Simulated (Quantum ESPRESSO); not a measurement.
# Optical response of ZnS

Wanted: where ZnS starts to absorb, how strongly, and its refractive index. The cell comes from an older database entry, whose edges can differ from later determinations, mostly by under a per cent.

Method: DFT, PBE, plane waves with norm-conserving potentials (PseudoDojo), scalar-relativistic, independent-particle optical response without local fields and without the non-local commutator, in Quantum ESPRESSO 7.5.

The database entry behind the starting cell differs from later determinations by our own check (about 0.1 % short), so it need not match the best structure at ambient conditions.

## (1) Set-up

It takes space group F-43m (No. 216, cubic). The conventional cell has a = 5.404 Å, b = 5.404 Å, c = 5.404 Å, α = 90.00°, β = 90.00°, γ = 90.00°. Nearest to Zn lie 4 S at 2.34 Å. Nearest to S lie 4 Zn at 2.34 Å. Farther neighbours and most contacts between anions are not listed.

Structure file:

```cif
data_structure
_symmetry_space_group_name_H-M 'F-43m'
_symmetry_Int_Tables_number 216
_cell_length_a 5.4040
_cell_length_b 5.4040
_cell_length_c 5.4040
_cell_angle_alpha 90.000
_cell_angle_beta 90.000
_cell_angle_gamma 90.000
_cell_volume 157.81
loop_
_atom_site_label
_atom_site_type_symbol
_atom_site_symmetry_multiplicity
_atom_site_Wyckoff_symbol
_atom_site_fract_x
_atom_site_fract_y
_atom_site_fract_z
_atom_site_occupancy
Zn1 Zn 4 c 0.25000 0.25000 0.25000 1
S1 S 4 a 0.00000 0.00000 0.00000 1
```

## (2) Ground state

First the ground state: is it a metal or has it a gap?

This step: DFT, PBE, plane waves with norm-conserving potentials (PseudoDojo), scalar-relativistic, ground state (Quantum ESPRESSO 7.5).

Input file scf.in:

```
&control
  calculation = 'scf'
  prefix = 'x'
  outdir = './tmp'
  pseudo_dir = './'
  verbosity = 'high'
/
&system
  ibrav = 0
  nat = 2
  ntyp = 2
  ecutwfc = 90
  occupations = 'smearing'
  smearing = 'fd'
  degauss = 0.003675
  nbnd = 17
/
&electrons
  conv_thr = 1e-09
  electron_maxstep = 100
/
ATOMIC_SPECIES
  Zn 1.0 Zn.upf
  S 1.0 S.upf
CELL_PARAMETERS angstrom
  0.000000000000 2.702000000000 2.702000000000
  2.702000000000 0.000000000000 2.702000000000
  2.702000000000 2.702000000000 0.000000000000
ATOMIC_POSITIONS crystal
  Zn 0.750000000000 0.750000000000 0.750000000000
  S 0.000000000000 0.000000000000 0.000000000000
K_POINTS automatic
  7 7 7 0 0 0
```

Command:

```sh
$ mpirun -n 4 pw.x -nk 4 -in scf.in
```

The log of the run:

```text
for quantum simulation of materials; please cite

     using ibrav=0 with symmetry is DISCOURAGED, use correct ibrav instead

     G-vector sticks info
     --------------------
     sticks:   dense  smooth     PW     G-vecs:    dense   smooth      PW
     Sum        1285    1285    379                30731    30731    4909

     Using Slab Decomposition

     bravais-lattice index     =            0
     lattice parameter (alat)  =       7.2210  a.u.
     unit-cell volume          =     266.2457 (a.u.)^3
     number of atoms/cell      =            2
     number of atomic types    =            2
     number of electrons       =        26.00
     number of Kohn-Sham states=           17
     kinetic-energy cutoff     =      90.0000  Ry
     charge density cutoff     =     360.0000  Ry
     scf convergence threshold =      1.0E-09
     mixing beta               =       0.7000
     number of iterations used =            8  plain     mixing
     Exchange-correlation= PBE
                           (   1   4   3   4   0   0   0)

     celldm(1)=   7.221031  celldm(2)=   0.000000  celldm(3)=   0.000000
     celldm(4)=   0.000000  celldm(5)=   0.000000  celldm(6)=   0.000000

     crystal axes: (cart. coord. in units of alat)
               a(1) = (   0.000000   0.707107   0.707107 )
               a(2) = (   0.707107   0.000000   0.707107 )
               a(3) = (   0.707107   0.707107   0.000000 )

     reciprocal axes: (cart. coord. in units 2 pi/alat)
               b(1) = ( -0.707107  0.707107  0.707107 )
               b(2) = (  0.707107 -0.707107  0.707107 )
               b(3) = (  0.707107  0.707107 -0.707107 )

     ./Zn.upf
     Pseudo is Norm-conserving + core correction, Zval = 20.0
     Generated using ONCVPSP code by D. R. Hamann
     Using radial grid of 1326 points,  6 beta functions with:
                l(1) =   0
                l(2) =   0
                l(3) =   1
                l(4) =   1
                l(5) =   2
                l(6) =   2

     ./S.upf
     Pseudo is Norm-conserving + core correction, Zval =  6.0
     Generated using ONCVPSP code by D. R. Hamann
     Using radial grid of 1146 points,  6 beta functions with:
                l(1) =   0
                l(2) =   0
                l(3) =   1
                l(4) =   1
                l(5) =   2
                l(6) =   2

     atomic species   valence    mass     pseudopotential
     Zn               20.00     1.00000     Zn( 1.00)
     S                 6.00     1.00000     S ( 1.00)

     24 Sym. Ops. (no inversion) found

                                    s                        frac. trans.

     [... symmetry matrices left out ...]
   Cartesian axes

     site n.     atom                  positions (alat units)
         1        Zn     tau(   1) = (   1.0606602   1.0606602   1.0606602  )
         2        S      tau(   2) = (   0.0000000   0.0000000   0.0000000  )

   Crystallographic axes

     site n.     atom                  positions (cryst. coord.)
         1        Zn     tau(   1) = (  0.7500000  0.7500000  0.7500000  )
         2        S      tau(   2) = (  0.0000000  0.0000000  0.0000000  )

     number of k points=    20  Fermi-Dirac smearing, width (Ry)=  0.0037
                       cart. coord. in units 2pi/alat
        k(    1) = (   0.0000000   0.0000000   0.0000000), wk =   0.0058309
        k(    2) = (   0.1010153   0.1010153  -0.1010153), wk =   0.0466472
        k(    3) = (   0.2020305   0.2020305  -0.2020305), wk =   0.0466472
        k(    4) = (   0.3030458   0.3030458  -0.3030458), wk =   0.0466472
        k(    5) = (   0.2020305  -0.0000000   0.0000000), wk =   0.0349854
        k(    6) = (   0.3030458   0.1010153  -0.1010153), wk =   0.1399417
        k(    7) = (   0.4040610   0.2020305  -0.2020305), wk =   0.1399417
        k(    8) = (  -0.2020305  -0.4040610   0.4040610), wk =   0.1399417
        k(    9) = (  -0.1010153  -0.3030458   0.3030458), wk =   0.1399417
        k(   10) = (  -0.0000000  -0.2020305   0.2020305), wk =   0.0699708
        k(   11) = (   0.4040610  -0.0000000   0.0000000), wk =   0.0349854
        k(   12) = (   0.5050763   0.1010153  -0.1010153), wk =   0.1399417
        k(   13) = (  -0.1010153  -0.5050763   0.5050763), wk =   0.1399417
        k(   14) = (   0.0000000  -0.4040610   0.4040610), wk =   0.0699708
        k(   15) = (   0.6060915  -0.0000000   0.0000000), wk =   0.0349854
        k(   16) = (  -0.0000000  -0.6060915   0.6060915), wk =   0.0699708
[...]
cryst. coord.
[...]
k(   13) = (  -0.0000000   0.2857143  -0.4285714), wk =   0.1399417
        k(   14) = (  -0.0000000   0.2857143  -0.2857143), wk =   0.0699708
        k(   15) = (   0.0000000   0.4285714   0.4285714), wk =   0.0349854
        k(   16) = (   0.0000000   0.4285714  -0.4285714), wk =   0.0699708
        k(   17) = (   0.1428571   0.2857143   0.4285714), wk =   0.1399417
        k(   18) = (   0.1428571   0.2857143  -0.4285714), wk =   0.2798834
        k(   19) = (   0.1428571   0.4285714  -0.4285714), wk =   0.1399417
        k(   20) = (   0.1428571   0.4285714  -0.2857143), wk =   0.1399417

     Dense  grid:    30731 G-vectors     FFT dimensions: (  45,  45,  45)

     Initial potential from superposition of free atoms

     starting charge      25.9998, renormalised to      26.0000
     Starting wfcs are   14 randomized atomic wfcs +    3 random wfcs

     Self-consistent Calculation

     iteration #  1     ecut=    90.00 Ry     beta= 0.70
     Davidson diagonalization with overlap

            55 MiB given to the printing process from OS
            27 MiB allocation reported by mallinfo(arena+hblkhd)
------------------
     ethr =  1.00E-02,  avg # of iterations =  5.1

     Threshold (ethr) on eigenvalues was too large:
     Diagonalizing with lowered threshold

     Davidson diagonalization with overlap

            61 MiB given to the printing process from OS
            30 MiB allocation reported by mallinfo(arena+hblkhd)
------------------
     ethr =  3.85E-04,  avg # of iterations =  1.4

     total energy              =    -440.23857465 Ry
     estimated scf accuracy    <       0.09923884 Ry

     iteration #  2     ecut=    90.00 Ry     beta= 0.70
     Davidson diagonalization with overlap

            70 MiB given to the printing process from OS
            35 MiB allocation reported by mallinfo(arena+hblkhd)
------------------
     ethr =  3.82E-04,  avg # of iterations =  2.2

     total energy              =    -440.26702948 Ry
     estimated scf accuracy    <       0.04735938 Ry

     iteration #  3     ecut=    90.00 Ry     beta= 0.70
     Davidson diagonalization with overlap

            71 MiB given to the printing process from OS
            36 MiB allocation reported by mallinfo(arena+hblkhd)
------------------
     ethr =  1.82E-04,  avg # of iterations =  2.3

     total energy              =    -440.27702511 Ry
     estimated scf accuracy    <       0.00050151 Ry

     iteration #  4     ecut=    90.00 Ry     beta= 0.70
     Davidson diagonalization with overlap

            72 MiB given to the printing process from OS
            37 MiB allocation reported by mallinfo(arena+hblkhd)
------------------
     ethr =  1.93E-06,  avg # of iterations =  3.8

     total energy              =    -440.27712197 Ry
     estimated scf accuracy    <       0.00003858 Ry

     iteration #  5     ecut=    90.00 Ry     beta= 0.70
     Davidson diagonalization with overlap

            73 MiB given to the printing process from OS
            38 MiB allocation reported by mallinfo(arena+hblkhd)
------------------
     ethr =  1.48E-07,  avg # of iterations =  2.0

     total energy              =    -440.27712669 Ry
     estimated scf accuracy    <       0.00000144 Ry

     iteration #  6     ecut=    90.00 Ry     beta= 0.70
     Davidson diagonalization with overlap

            74 MiB given to the printing process from OS
            39 MiB allocation reported by mallinfo(arena+hblkhd)
------------------
     ethr =  5.55E-09,  avg # of iterations =  2.0

     total energy              =    -440.27712717 Ry
     estimated scf accuracy    <       0.00000010 Ry

     iteration #  7     ecut=    90.00 Ry     beta= 0.70
     Davidson diagonalization with overlap

            75 MiB given to the printing process from OS
            40 MiB allocation reported by mallinfo(arena+hblkhd)
------------------
     ethr =  3.96E-10,  avg # of iterations =  2.5

     total energy              =    -440.27712721 Ry
     estimated scf accuracy    <       0.00000001 Ry

     iteration #  8     ecut=    90.00 Ry     beta= 0.70
     Davidson diagonalization with overlap

            76 MiB given to the printing process from OS
            41 MiB allocation reported by mallinfo(arena+hblkhd)
------------------
     ethr =  5.61E-11,  avg # of iterations =  2.0

     End of self-consistent calculation

          k = 0.0000 0.0000 0.0000 (  3839 PWs)   bands (ev):

  -117.5897 -71.7515 -71.7515 -71.7515  -5.8336   0.9688   0.9688   0.9688
     1.4649   1.4649   7.3032   7.3032   7.3032   9.4159  13.6821  13.6821
    13.6821

     occupation numbers
     1.0000   1.0000   1.0000   1.0000   1.0000   1.0000   1.0000   1.0000
     1.0000   1.0000   1.0000   1.0000   1.0000   0.0000   0.0000   0.0000
     0.0000

          k = 0.1010 0.1010-0.1010 (  3795 PWs)   bands (ev):

  -117.5897 -71.7515 -71.7515 -71.7515  -5.6826   0.9720   0.9956   0.9956
     1.4631   1.4631   5.9501   7.1161   7.1161  10.3710  13.6084  13.9970
    13.9970

     occupation numbers
     1.0000   1.0000   1.0000   1.0000   1.0000   1.0000   1.0000   1.0000
     1.0000   1.0000   1.0000   1.0000   1.0000   0.0000   0.0000   0.0000
     0.0000

          k = 0.2020 0.2020-0.2020 (  3828 PWs)   bands (ev):

  -117.5897 -71.7516 -71.7515 -71.7515  -5.3080   1.0485   1.0485   1.0554
     1.4703   1.4703   4.0052   6.7429   6.7429  10.7813  14.3352  14.3352
    14.5985

     occupation numbers
     1.0000   1.0000   1.0000   1.0000   1.0000   1.0000   1.0000   1.0000
     1.0000   1.0000   1.0000   1.0000   1.0000   0.0000   0.0000   0.0000
     0.0000

     [... further k points left out ...]

     the Fermi energy is     8.3666 ev

!    total energy              =    -440.27712721 Ry
     estimated scf accuracy    <          1.4E-10 Ry
     smearing contrib. (-TS)   =      -0.00000000 Ry
     internal energy E=F+TS    =    -440.27712721 Ry

     The total energy is F=E-TS. E is the sum of the following terms:
     one-electron contribution =    -358.93623957 Ry
     hartree contribution      =     184.58986119 Ry
     xc contribution           =     -51.33543603 Ry
     ewald contribution        =    -214.59531280 Ry

     convergence has been achieved in   8 iterations

     XML data file, charge density, pseudopotentials, collected wavefunctions

                                        0.00s GPU  (     163 calls)

=------------------------------------------------------------------------------=
   JOB DONE.
=------------------------------------------------------------------------------=
```

The job ended after 6.7 s (4 MPI ranks of Arm Neoverse V1, shared host; peak memory 0.08 GiB).

Read-outs, printed or worked out from the files:

- total energy: -440.3 Ry
- gap on the k-mesh: 2.113 eV
- direct gap on the mesh: 2.113 eV

There is a gap, 2.11 eV on this mesh (points off the mesh can give less), so no carriers' term is needed.

(Part 1 of 3 ends here.)

[Machine, clock, banner and «Message from routine» lines are left out of the logs.]

[Logs are printed without paths, hosts, clocks, repeated set-up lines and the standing remarks that a program may print on its own settings, such as how far it seeks lower states.]

[Hosts, paths, dates, database ids (printed as entryN), source tags and the programs' standing remarks are cut or masked in the printed files.]
